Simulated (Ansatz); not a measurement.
## Decaying states in the gap of Lu2CF2

A new crystal, Lu2CF2: structure, gap and complex bands. It is built by putting F for Cl in the Lu2CCl2 structure of space group R-3m, with the volume rescaled by atomic radii. The parent structure comes from the Materials Project.

Method: LDA DFT, plane waves, PAW files, in the first sound run; inputs show where later runs differ, in Ansatz 0.2.0.

The structure was built from a prototype and need not be the compound's stable phase.

## 1. The starting structure

The structure is trigonal, space group R-3m (No. 166). Conventional cell: a = 3.356 Å, b = 3.356 Å, c = 25.692 Å, α = 90.00°, β = 90.00°, γ = 120.00°. Nearest to Lu lie 3 C at 2.28 Å and 3 F at 2.52 Å. Nearest to C lie 6 Lu at 2.28 Å. Nearest to F lie 3 Lu at 2.52 Å. It derives from Lu2CCl2. F for Cl in the Lu2CCl2 structure of space group R-3m. Farther neighbours and most contacts between anions are not listed.

As a file:

```cif
data_structure
_symmetry_space_group_name_H-M 'R-3m:H'
_symmetry_Int_Tables_number 166
_cell_length_a 3.3562
_cell_length_b 3.3562
_cell_length_c 25.6924
_cell_angle_alpha 90.000
_cell_angle_beta 90.000
_cell_angle_gamma 120.000
_cell_volume 250.63
loop_
_atom_site_label
_atom_site_type_symbol
_atom_site_symmetry_multiplicity
_atom_site_Wyckoff_symbol
_atom_site_fract_x
_atom_site_fract_y
_atom_site_fract_z
_atom_site_occupancy
Lu1 Lu 6 c 0.33333 0.66667 0.78641 1
C1 C 3 b 0.66667 0.33333 0.83333 1
F1 F 6 c 0.00000 0.00000 0.72379 1
```

## 2. Relaxing the new crystal

The substituted atoms don't fit the parent's cell, so cell and atoms relax together. A small smearing keeps the run stable in case the gap closes on the way.

Contents of input.yaml:

```yaml
crystal:
  lattice:
    - [1.6781065587, 0.9688552734, 8.564147304]
    - [-1.6781065587, 0.9688552734, 8.564147304]
    - [0.0, -1.9377105468, 8.564147304]
  atoms:
    - { symbol: Lu, position: [0.11974589, 0.11974589, 0.11974589] }
    - { symbol: Lu, position: [0.88025411, 0.88025411, 0.88025411] }
    - { symbol: C, position: [0.5, 0.5, 0.5] }
    - { symbol: F, position: [0.72379356, 0.72379356, 0.72379356] }
    - { symbol: F, position: [0.27620644, 0.27620644, 0.27620644] }
kpoints:
  mp_grid: { grid: [8, 8, 8] }
scf:
  occupations: { method: gaussian, width: 0.03 }
hamiltonian:
  xc: lda
output:
  forces: true
  stress: true
relax:
  f_tol: 0.02
  max_steps: 60
  cell: {}
```

Launch:

```sh
$ ansatz run input.yaml --threads 2 --pin off --max-ram 4096MiB --backend cpu --events-out ev --progress --plain --runs-dir out
```

Numbers of over 12 decimals in the logs are rounded to 6 here.

Output:

```text
basis.fft_grid_basis auto: the FFT boxes are laid along the combinations [[1, 0, -1], [0, 1, -1], [0, 0, 1]] of the cell's own vectors, 3.356, 3.356 and 8.781 Å long. The dense box has 24×24×60 points. Along the cell's own vectors, as sized, it would have 60×60×60, 6.25 times as many. Of the 12 symmetry operations that the crystal satisfies within crystal.symmetry.tolerance (time reversal apart; of a slab, those that [...]
Engine: ansatz 0.2.0, x86_64-unknown-linux-gnu
Pseudopotentials: kind: paw
Pseudopotential: Lu, paw, valence charge 25, recommended cutoff 420 eV (normal), Lu.paw.azcp
Pseudopotential: C, paw, valence charge 4, recommended cutoff 420 eV (normal), C.paw.azcp
Pseudopotential: F, paw, valence charge 7, recommended cutoff 420 eV (normal), F.paw.azcp
Functional definition: SPW92
  exchange = slater_x
  correlation = pw_c
Crystal: 5 atoms, lattice volume = 83.544 Å³
Basis set: ecut = 420 eV, 1643 PW (Γ), FFT grids on a1−a3, a2−a3, a3
Bands: 41, of which v1, the nominal top of the filled ones, is band 34 counted from 1 (33 counted from 0)
Symmetry: 12 space group operations
Space group: R-3m (ITA 166), of the structure as read, at distance tolerance 4.4e-5 Å
k-points: 65 of 512
Non-local potential: Lu, projectors of the file, l = 0: 3, l = 1: 2, l = 2: 2, l = 3: 3
Non-local potential: C, projectors of the file, l = 0: 2, l = 1: 2, l = 2: 1
Non-local potential: F, projectors of the file, l = 0: 2, l = 1: 2, l = 2: 1
PAW form: soft (Blöchl's): semilocal exchange-correlation on the pseudo side does not see the compensation charge
PAW frozen core: Lu, regenerated for the run's functional, and the local potential with it (the file was generated under x = pbe(κ = 0.804, μ = 0.219515), c = pbe(β = 0.066725))
PAW frozen core: C, regenerated for the run's functional, and the local potential with it (the file was generated under x = pbe(κ = 0.804, μ = 0.219515), c = pbe(β = 0.066725))
PAW frozen core: F, regenerated for the run's functional, and the local potential with it (the file was generated under x = pbe(κ = 0.804, μ = 0.219515), c = pbe(β = 0.066725))
PAW one-centre angular grid: Lu, 590 points (default); XC on 64 Gauss nodes
PAW one-centre angular grid: C, 110 points (default); XC on 64 Gauss nodes
PAW one-centre angular grid: F, 110 points (default); XC on 64 Gauss nodes
Initial density: superposition of atomic densities (neutral atoms: chi_scale 0, normalization atom), corrected by the library's trained network
Initial wavefunctions: pseudopotential atomic-orbital guess
Functional: x = slater, c = lda
SCF iter   1: F=—  HF=-30821.303039 eV  |F-HF|=—  |Δ(HF+E_count)|=         —  Δρ=1.90e-2  dr2=3.53e-1  ethr=1.77e-3  ⟨swp⟩=6.2  Hψ=11814  notcnv=0  defer=10
preconditioner: auto → Resta (q_TF=auto, 2.636 Å⁻¹)  ε∞=6.6  [insulator: Δε(μ)=1.170 eV  Ē_g=13.755 eV  σ=0.030 eV  W_gap=1.00  n_scr=30 (ndim 8)  ℏωp=32.5 eV  f_vac=0.241  D(μ)=0.00/eV (n_scr^D=0)  ε∞_Penn≈6.6]
SCF iter   2: F=—  HF=-30821.233377 eV  |F-HF|=—  |Δ(HF+E_count)|=   6.97e-2  Δρ=7.74e-3  dr2=2.16e-2  ethr=5.19e-4  ⟨swp⟩=3.1  Hψ=6014  notcnv=0  defer=131
SCF iter   3: F=—  HF=-30821.227164 eV  |F-HF|=—  |Δ(HF+E_count)|=   6.21e-3  Δρ=2.72e-3  dr2=8.58e-3  ethr=3.18e-5  ⟨swp⟩=2.9  Hψ=4777  notcnv=0  defer=131
SCF iter   4: F=—  HF=-30821.225859 eV  |F-HF|=—  |Δ(HF+E_count)|=   1.31e-3  Δρ=1.47e-3  dr2=3.84e-3  ethr=1.26e-5  ⟨swp⟩=3.6  Hψ=5911  notcnv=0  defer=131
SCF iter   5: F=—  HF=-30821.224089 eV  |F-HF|=—  |Δ(HF+E_count)|=   1.77e-3  Δρ=5.00e-4  dr2=5.61e-4  ethr=5.64e-6  ⟨swp⟩=2.7  Hψ=5818  notcnv=0  defer=131
SCF iter   6: F=—  HF=-30821.223951 eV  |F-HF|=—  |Δ(HF+E_count)|=   1.38e-4  Δρ=2.53e-4  dr2=9.84e-5  ethr=8.25e-7  ⟨swp⟩=2.2  Hψ=4583  notcnv=0  defer=131
SCF iter   7: F=—  HF=-30821.223938 eV  |F-HF|=—  |Δ(HF+E_count)|=   1.34e-5  Δρ=8.55e-5  dr2=8.50e-6  ethr=1.45e-7  ⟨swp⟩=2.0  Hψ=4516  notcnv=0  defer=131
SCF iter   8: F=—  HF=-30821.223944 eV  |F-HF|=—  |Δ(HF+E_count)|=   5.53e-6  Δρ=5.17e-5  dr2=2.37e-6  ethr=1.25e-8  ⟨swp⟩=2.0  Hψ=4230  notcnv=0  defer=131
SCF iter   9: F=—  HF=-30821.223945 eV  |F-HF|=—  |Δ(HF+E_count)|=   1.02e-6  Δρ=1.78e-5  dr2=3.36e-7  ethr=3.49e-9  ⟨swp⟩=2.0  Hψ=4270  notcnv=0  defer=131
SCF iter  10: F=-30821.223945 eV  HF=-30821.223945 eV  |F-HF|=2.30e-8  |Δ(HF+E_count)|=   3.35e-8  Δρ=5.19e-6  dr2=2.11e-8  ethr=1.47e-10  ⟨swp⟩=6.6  Hψ=14444  notcnv=0
SCF 1 converged in 10 iterations: F = -30821.223945 eV  dr2 = 2.11e-8
  greatest PAW one-centre occupation: 0.998 electrons in one spin orbital (limit 2), on the Lu atom at site 1 (counted from 0), in its partial waves of l = 0
relax step   1: F+E_penalty+E_count = -30821.22394468 eV  Δ(F+E_penalty+E_count) = +0.000e0 eV  max|allowed force component| = 5.293e0 eV/Å  Δτ_max = 0.0000 Å  P = -1.449 GPa  Ω = 83.544 Å³  (10 SCF iters, dr2 threshold 1.00e-7 eV, accepted)
Crystal: 5 atoms, lattice volume = 82.448 Å³
Basis set: ecut = 420 eV, 1631 PW (Γ), FFT grids on a1−a3, a2−a3, a3
Initial density: handed on by an earlier stage of this run
Initial wavefunctions: those handed on with the density
SCF iter   1: F=—  HF=-30823.626485 eV  |F-HF|=—  |Δ(HF+E_count)|=         —  Δρ=5.92e-2  dr2=3.98e0  ethr=3.10e-3  ⟨swp⟩=10.9  Hψ=14743  notcnv=0
preconditioner: auto → LDOS  [metal: Δε(μ)=0.004 eV  Ē_g=14.282 eV  σ=0.030 eV  W_gap=0.08  n_scr=30 (ndim 8)  ℏωp=32.7 eV  f_vac=0.218  D(μ)=2.91/eV (n_scr^D=30)  β→1.0]
SCF iter   2: F=—  HF=-30823.485596 eV  |F-HF|=—  |Δ(HF+E_count)|=   1.41e-1  Δρ=6.58e-2  dr2=2.64e0  ethr=3.10e-3  ⟨swp⟩=5.2  Hψ=8702  notcnv=0  defer=120
preconditioner: auto → Resta (q_TF=auto, 2.642 Å⁻¹)  ε∞=6.3  [insulator: Δε(μ)=0.450 eV  Ē_g=14.255 eV  σ=0.030 eV  W_gap=1.00  n_scr=30 (ndim 8)  ℏωp=32.7 eV  f_vac=0.242  D(μ)=0.00/eV (n_scr^D=0)  ε∞_Penn≈6.3  β→0.5]
SCF iter   3: F=—  HF=-30822.736983 eV  |F-HF|=—  |Δ(HF+E_count)|=   7.49e-1  Δρ=1.54e-2  dr2=9.17e-2  ethr=3.10e-3  ⟨swp⟩=3.9  Hψ=6017  notcnv=0  defer=123
SCF iter   4: F=—  HF=-30822.707729 eV  |F-HF|=—  |Δ(HF+E_count)|=   2.93e-2  Δρ=4.65e-3  dr2=1.09e-2  ethr=1.35e-4  ⟨swp⟩=3.7  Hψ=7001  notcnv=0  defer=123
SCF iter   5: F=—  HF=-30822.706698 eV  |F-HF|=—  |Δ(HF+E_count)|=   1.03e-3  Δρ=2.22e-3  dr2=2.62e-3  ethr=1.60e-5  ⟨swp⟩=3.1  Hψ=7306  notcnv=0  defer=123
SCF iter   6: F=—  HF=-30822.704772 eV  |F-HF|=—  |Δ(HF+E_count)|=   1.93e-3  Δρ=8.11e-4  dr2=4.90e-4  ethr=3.85e-6  ⟨swp⟩=3.1  Hψ=7193  notcnv=0  defer=121
SCF iter   7: F=—  HF=-30822.704787 eV  |F-HF|=—  |Δ(HF+E_count)|=   1.50e-5  Δρ=3.87e-4  dr2=1.10e-4  ethr=7.20e-7  ⟨swp⟩=2.6  Hψ=5274  notcnv=0  defer=121
[...]
relax step   9: F+E_penalty+E_count = -30822.98191429 eV  Δ(F+E_penalty+E_count) = -1.191e-2 eV  max|allowed force component| = 3.634e-2 eV/Å  Δτ_max = 0.0388 Å  P = +0.077 GPa  Ω = 72.134 Å³  energy of the carried Pulay correction = +4.043e-2 eV  (9 SCF iters, dr2 threshold 5.00e-7 eV, accepted)
relax step  10: F+E_penalty+E_count = -30822.98244276 eV  Δ(F+E_penalty+E_count) = -5.285e-4 eV  max|allowed force component| = 1.648e-2 eV/Å  Δτ_max = 0.0050 Å  P = +0.024 GPa  Ω = 72.018 Å³  energy of the carried Pulay correction = +4.087e-2 eV  (9 SCF iters, dr2 threshold 8.25e-8 eV, accepted)
relax step  11: F+E_penalty+E_count = -30822.98333052 eV  Δ(F+E_penalty+E_count) = -8.878e-4 eV  max|allowed force component| = 1.295e-2 eV/Å  Δτ_max = 0.0102 Å  P = +0.043 GPa  Ω = 71.781 Å³  energy of the carried Pulay correction = +4.177e-2 eV  (9 SCF iters, dr2 threshold 6.70e-9 eV, rejected (line search))
relax step  12: F+E_penalty+E_count = -30822.98265362 eV  Δ(F+E_penalty+E_count) = -2.109e-4 eV  max|allowed force component| = 3.398e-4 eV/Å  Δτ_max = 0.0030 Å  P = -0.000 GPa  Ω = 71.968 Å³  energy of the carried Pulay correction = +4.106e-2 eV  (11 SCF iters, accepted)
relax step  13: F+E_penalty+E_count = -30822.97226430 eV  Δ(F+E_penalty+E_count) = +1.039e-2 eV  max|allowed force component| = 2.848e-3 eV/Å  Δτ_max = 0.0000 Å  P = -0.289 GPa  Ω = 71.968 Å³  stress off target by 5.36e-1 GPa  SCF on the basis re-selected at this cell (its energy is not comparable with the rows above)  (8 SCF iters)
relax step  14: F+E_penalty+E_count = -30822.97967430 eV  Δ(F+E_penalty+E_count) = -7.410e-3 eV  max|allowed force component| = 5.090e-2 eV/Å  Δτ_max = 0.0910 Å  P = +0.664 GPa  Ω = 69.581 Å³  energy of the carried Pulay correction = +9.194e-3 eV  (9 SCF iters, dr2 threshold 5.00e-7 eV, rejected (line search))
relax step  15: F+E_penalty+E_count = -30822.97819975 eV  Δ(F+E_penalty+E_count) = -5.935e-3 eV  max|allowed force component| = 3.535e-3 eV/Å  Δτ_max = 0.0383 Å  P = +0.015 GPa  Ω = 70.946 Å³  energy of the carried Pulay correction = +3.996e-3 eV  (14 SCF iters, accepted)
relax step  16: F+E_penalty+E_count = -30822.97478086 eV  Δ(F+E_penalty+E_count) = +3.419e-3 eV  max|allowed force component| = 4.228e-3 eV/Å  Δτ_max = 0.0000 Å  P = -0.058 GPa  Ω = 70.946 Å³  stress off target by 1.08e-1 GPa  SCF on the basis re-selected at this cell (its energy is not comparable with the rows above)  (7 SCF iters)
relax step  17: F+E_penalty+E_count = -30822.97568100 eV  Δ(F+E_penalty+E_count) = -9.001e-4 eV  max|allowed force component| = 6.574e-4 eV/Å  Δτ_max = 0.0080 Å  P = -0.021 GPa  Ω = 70.750 Å³  energy of the carried Pulay correction = +7.642e-4 eV  (8 SCF iters, dr2 threshold 2.91e-8 eV, accepted)
relax step  18: F+E_penalty+E_count = -30822.97493460 eV  Δ(F+E_penalty+E_count) = +7.464e-4 eV  max|allowed force component| = 8.239e-4 eV/Å  Δτ_max = 0.0000 Å  P = -0.030 GPa  Ω = 70.750 Å³  stress off target by 6.15e-2 GPa  SCF on the basis re-selected at this cell (its energy is not comparable with the rows above)  (7 SCF iters)
relax step  19: F+E_penalty+E_count = -30822.97538884 eV  Δ(F+E_penalty+E_count) = -4.542e-4 eV  max|allowed force component| = 1.140e-2 eV/Å  Δτ_max = 0.0028 Å  P = +0.040 GPa  Ω = 70.637 Å³  energy of the carried Pulay correction = +4.437e-4 eV  (8 SCF iters, dr2 threshold 9.46e-9 eV, accepted)
relax step  20: F+E_penalty+E_count = -30822.97539372 eV  Δ(F+E_penalty+E_count) = -4.874e-6 eV  max|allowed force component| = 4.231e-4 eV/Å  Δτ_max = 0.0014 Å  P = +0.001 GPa  Ω = 70.640 Å³  energy of the carried Pulay correction = +4.329e-4 eV  (7 SCF iters, dr2 threshold 9.26e-9 eV, accepted)
iter 1 solved again at ethr=9.74e-8 eV; its pass at ethr=3.10e-3 eV (dr2=6.62e-5 eV) is discarded
SCF iter   1: F=—  HF=-30822.974912 eV  |F-HF|=—  |Δ(HF+E_count)|=         —  Δρ=2.07e-5  dr2=5.03e-8  ethr=9.74e-8  ⟨swp⟩=5.4  Hψ=23913  notcnv=0
SCF iter   2: F=—  HF=-30822.974911 eV  |F-HF|=—  |Δ(HF+E_count)|=   5.67e-7  Δρ=9.93e-6  dr2=2.02e-8  ethr=7.40e-11  ⟨swp⟩=3.9  Hψ=7959  notcnv=0
SCF iter   3: F=—  HF=-30822.974911 eV  |F-HF|=—  |Δ(HF+E_count)|=  2.55e-10  Δρ=4.71e-6  dr2=2.87e-9  ethr=2.97e-11  ⟨swp⟩=2.0  Hψ=3578  notcnv=0
SCF iter   4: F=—  HF=-30822.974911 eV  |F-HF|=—  |Δ(HF+E_count)|=  6.00e-10  Δρ=9.51e-7  dr2=4.20e-10  ethr=4.22e-12  ⟨swp⟩=2.0  Hψ=4665  notcnv=0
SCF iter   5: F=—  HF=-30822.974911 eV  |F-HF|=—  |Δ(HF+E_count)|=  2.55e-11  Δρ=4.40e-7  dr2=1.92e-10  ethr=1.00e-12  ⟨swp⟩=2.3  Hψ=5143  notcnv=0
SCF iter   6: F=—  HF=-30822.974911 eV  |F-HF|=—  |Δ(HF+E_count)|=  1.02e-10  Δρ=1.76e-7  dr2=6.16e-11  ethr=1.00e-12  ⟨swp⟩=2.0  Hψ=3592  notcnv=0
SCF iter   7: F=-30822.974911 eV  HF=-30822.974911 eV  |F-HF|=1.46e-11  |Δ(HF+E_count)|=    0.00e0  Δρ=5.36e-8  dr2=3.61e-12  ethr=1.00e-12  ⟨swp⟩=6.0  Hψ=13797  notcnv=0
SCF 21 converged in 7 iterations: F = -30822.974911 eV  dr2 = 3.61e-12
relax step  21: F+E_penalty+E_count = -30822.97491101 eV  Δ(F+E_penalty+E_count) = +4.827e-4 eV  max|allowed force component| = 3.957e-4 eV/Å  Δτ_max = 0.0000 Å  P = -0.001 GPa  Ω = 70.640 Å³  stress off target by 1.01e-2 GPa  SCF on the basis re-selected at this cell (its energy is not comparable with the rows above)  (7 SCF iters)
basis re-selected at this cell: Δ(F+E_penalty+E_count) = +4.827e-4 eV, ΔP = -0.002 GPa vs the last step (what re-selecting the basis moved, of the pressure what is left beyond the Pulay correction that the steps carried, after the strain that the cell walked since its last selection, with what the two solves' SCF thresholds leave and, on support functions, any second-order correction that the steps lacked; it is no m [...]
SCF converged after 7 iterations
Free energy (F): -30822.974911 eV
Harris-Foulkes:  -30822.974911 eV  (|F-HF|=1.46e-11)
Internal energy: -30822.974911 eV  (E = F + TS)
E sigma→0 (E₀):  -30822.974911 eV
Fermi energy:    13.336828 eV
--- Per-component energies (eV) ---
  E_band       = 52.255338
  E_kinetic    = 1346.627671
  E_local      = -15139.142760  (includes V_loc(G=0)·N_el)
  E_nonlocal   = 1354.491427
  E_hartree    = 6363.423475
  E_xc         = -640.941133
  E_vxc        = -782.890128  (∫ρ·V_xc dr)
  E_paw        = -14739.942950  (= ΣΔE_a)
  E_vpaw       = 546.318268  (= ΣTr[D̂ρ^β])
  E_aug_tail   = 0.004112  (compensation charges beyond the density's cutoff)
  E_ewald      = -9372.421358
  E_core_change = 4.926606  (= ΣΔE_core)
  E_smearing   = -0.000000  (= −TS)
  E_closure    = -0.000000  (closes the sum)
  Σ components = -30822.974911   (vs F -30822.974911, Δ=0.00e0)
--- Forces (eV/Å), atoms counted from 1 ---
  atom   1  Lu     0.00000000     0.00000000    -0.00017267
  atom   2  Lu    -0.00000000    -0.00000000     0.00017267
  atom   3  C     -0.00000000     0.00000000     0.00000000
  atom   4  F      0.00000000     0.00000000    -0.00039569
  atom   5  F     -0.00000000    -0.00000000     0.00039569
  max |Σ_I F_I| component: 1.11e-31 eV/Å
--- Stress (GPa, compression-positive) ---
        0.003365       0.000000       0.000000
        0.000000       0.003365       0.000000
        0.000000       0.000000      -0.010119
  P = ⅓ Tr σ = -0.0011 GPa (-0.011 kbar)
--- Relaxed structure (17 steps of the walk, 15 accepted, 4 SCFs on fresh bases) ---
  F+E_penalty+E_count = -30822.97491101 eV   max|allowed force component| = 3.957e-4 eV/Å   (the final SCF, on the basis selected at the relaxed cell)
  cell:  # Å, volume = 70.6400 Å³
    - [1.698994, 0.980914, 7.064417]
    - [-1.698994, 0.980914, 7.064417]
    - [0, -1.961829, 7.064417]
  atoms:
    - { symbol: Lu, position: [0.105118, 0.105118, 0.105118] }
    - { symbol: Lu, position: [0.894882, 0.894882, 0.894882] }
    - { symbol: C, position: [0.5, 0.5, 0.5] }
    - { symbol: F, position: [0.717731, 0.717731, 0.717731] }
    - { symbol: F, position: [0.282269, 0.282269, 0.282269] }
```

It took 46 s on 2 threads of AMD EPYC 9R45, shared host; peak memory 0.52 GiB.

Step by step:

| step | energy less that of the first step (eV) | largest force component (eV/Å) | pressure (GPa) | volume (Å³) |
| --- | --- | --- | --- | --- |
| 1 | 0.0000 | 5.2930 | -1.45 | 83.54 |
| 2 | -1.4809 | 0.8788 | -4.68 | 82.45 |
| 3 | -1.5783 | 0.5777 | -2.27 | 84.83 |
| 4 | -1.6932 | 0.1202 | -1.16 | 82.39 |
| 5 | -1.7030 | 0.0169 | -0.33 | 80.97 |
| 6 | -1.7093 | 0.0736 | 0.18 | 79.73 |
| 7 | -1.7258 | 0.2436 | 1.17 | 76.30 |
| 8 | -1.7461 | 0.3598 | 2.38 | 71.97 |
| 9 | -1.7580 | 0.0363 | 0.08 | 72.13 |
| 10 | -1.7585 | 0.0165 | 0.02 | 72.02 |
| 11 | -1.7594 | 0.0130 | 0.04 | 71.78 |
| 12 | -1.7587 | 0.0003 | 0.00 | 71.97 |
| 13* | -1.7483 | 0.0028 | -0.29 | 71.97 |
| 14 | -1.7557 | 0.0509 | 0.66 | 69.58 |
| 15 | -1.7543 | 0.0035 | 0.01 | 70.95 |
| 16* | -1.7508 | 0.0042 | -0.06 | 70.95 |
| 17 | -1.7517 | 0.0007 | -0.02 | 70.75 |
| 18* | -1.7510 | 0.0008 | -0.03 | 70.75 |
| 19 | -1.7514 | 0.0114 | 0.04 | 70.64 |
| 20 | -1.7514 | 0.0004 | 0.00 | 70.64 |
| 21* | -1.7510 | 0.0004 | 0.00 | 70.64 |

Relaxation steps marked * repeat the geometry before them on a plane-wave basis chosen anew for their cell, so energy and pressure can jump there. Relaxation steps 11, 14 were tried and not accepted.

Forces are held to the 12 operations that the run works with; a distortion that breaks them can't arise in this run.

```csv
cell as run,before,after,change
a (Å),8.781,7.332,-16.5 %
b (Å),8.781,7.332,-16.5 %
c (Å),8.781,7.332,-16.5 %
α (°),22.04,26.80,+21.6 %
β (°),22.04,26.80,+21.6 %
γ (°),22.04,26.80,+21.6 %
volume (Å³/atom),16.71,14.13,-15.4 %
```

The atoms that moved most (Å, as changes of fractional coordinates times the final cell):

```csv
atom,dx,dy,dz,length
Lu1,0.000,0.000,-0.310,0.310
Lu2,0.000,0.000,0.310,0.310
F5,0.000,0.000,0.128,0.128
F4,0.000,0.000,-0.128,0.128
```

This step gave:

```yaml
free_energy: -30822.9749 eV
fermi_energy: 13.34 eV
pressure: -0.001130 GPa
```

The largest force component on a free atom ends at 4.0e-4 eV/Å.

[end of part 1 of 4]

[Logs are printed without paths, hosts, clocks, repeated set-up lines and the standing remarks that a program may print on its own settings, such as how far it seeks lower states.]

[Hosts, paths, dates, database ids (printed as entryN), source tags and the programs' standing remarks are cut or masked in the printed files.]

[New means built here by substitution; the compound itself may be known and measured.]
